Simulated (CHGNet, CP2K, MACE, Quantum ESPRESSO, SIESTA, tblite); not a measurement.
# Predicting plane-wave site energies from CP2K double zeta, PBE: S in place of O in amorphous HfO2 at 8.35 g/cm^3 (84 atoms)

Density of this cell: 8.35 g/cm³. The cell holds 84 atoms: 28 Hf and 56 O. Cell: a = 10.544 Å, b = 10.544 Å, c = 10.544 Å, α = 90.0°, β = 90.0°, γ = 90.0°. 84 atoms (28 Zr, 56 O) placed at random at 4.89 g/cm³, melted at 5000 K for 10 ps at fixed volume with the Morse and Coulomb pair potential with partial charges (Pedone, Malavasi, Menziani, Cormack and Segre, J. Phys. Chem. B 110, 11780 (2006)). Quenched from 5000 K to 300 K at 50 K/ps and fixed volume, held 5 ps, then minimised at fixed cell. Then Zr was replaced by Hf at the same volume (the potential has no terms for Hf, so the cell is a start for a DFT relaxation). Then the atoms were relaxed with MACE MPA-0 medium in the fixed cell.

Calculated with Quantum ESPRESSO 7.5: PBE; plane waves, SSSP efficiency, 60/480 Ry; k-points Γ. The cheaper level is PBE; DZVP-UZH, GTH-PBE potentials, 600 Ry; k-points Γ. Each row is one cell with S in place of O, relaxed with MACE MPA-0 medium; both levels solve the same cells, and energies are counted from site O49 at each level.

| energy from CP2K double zeta, PBE (eV) | energy from plane waves (eV) | site |
| --- | --- | --- |
| 0.000 | 0 | O49 |
| 0.324 | 0.3031 | O47 |
| 0.598 | ? | ? |
| 1.047 | 1.073 | O73 |
| 1.415 | 1.345 | O34 |

Task: Fit a straight line to the rows given and interpolate to the withheld row.

Worked fit:

Take u as the energy from CP2K double zeta, PBE and v as that from plane waves.

```
  u (eV)    v (eV)
       0         0
0.324462  0.303136
 1.04725   1.07306
 1.41528   1.34500
```

With n = 4: mean u = 0.696748, mean v = 0.680301, Σ(u − ū)² = 1.2632, Σ(u − ū)(v − v̄) = 1.2297. Slope b = 1.2297 / 1.2632 = 0.97347; intercept a = v̄ − b ū = 0.0020358.

At the withheld site u = 0.5984, and v = a + b u.

Prediction at 0.598: 0.5846 eV. The run gave 0.6312 eV, so the fit is low by 0.047 eV (7.4 % of the value).

The slope of 0.97 says that CP2K double zeta, PBE spreads the sites about as widely as plane waves do. Taken as it stands, without the line, its value misses the withheld site by 0.033 eV. Among the rows given, the largest miss of the fit is at 1.047, by 0.052 eV (3.8 % of the range of the table).

Limits: Few sites, one cell. The geometries are those of MACE MPA-0 medium, not of DFT.

[Logs are printed without paths, hosts, clocks, repeated set-up lines and the standing remarks that a program may print on its own settings, such as how far it seeks lower states.]

[Hosts, paths, dates, database ids (printed as entryN), source tags and the programs' standing remarks are cut or masked in the printed files.]
